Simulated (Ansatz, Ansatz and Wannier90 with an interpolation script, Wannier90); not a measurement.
Rows from a G0W0 calculation on SiC (F-43m) (Ansatz 0.2.0; G0W0 on LDA, plane waves, PAW; 10×10×10 mesh, 95 empty bands, screening to 160 eV), in eV. Spin-orbit coupling is left out.

```
row                        k  band   start       Σx  Σc at the solution      Vxc
  A                        Γ    c1  15.511   -9.697              -5.348  -15.590
  B                        Γ    v1   9.244  -18.271               1.860  -15.926
  C  (0.000, -0.500, -0.500)    c1  10.561   -7.269              -3.985  -11.660
  D                        Γ    c2  16.443   -8.150              -5.275  -14.248
  E  (0.000, -0.500, -0.500)    v1   6.051  -18.520               2.824  -15.014
  F  (0.000, -0.500, -0.500)    c2  13.435   -7.516              -4.513  -12.680
```

Question: Give the quasiparticle energies and the shift of each level.

The quasiparticle equation reads E = start + Σx + Σc(E) − Vxc.

```
row  E (eV)  shift (eV)
  A  16.056      +0.545
  B   8.758      −0.486
  C  10.967      +0.406
  D  17.266      +0.823
  E   5.369      −0.682
  F  14.086      +0.651
```

Limits: not at the basis limit.

[Paths, hosts, dates, memory and timing lines, banners, echoed tables and standing remarks are left out of the program output.]

[Logs are printed without paths, hosts, clocks, repeated set-up lines and the standing remarks that a program may print on its own settings, such as how far it seeks lower states.]

[Runs of the session that timed out or met a known fault of the program may be left out.]

[Hosts, paths, dates, database ids (printed as entryN), source tags and the programs' standing remarks are cut or masked in the printed files.]
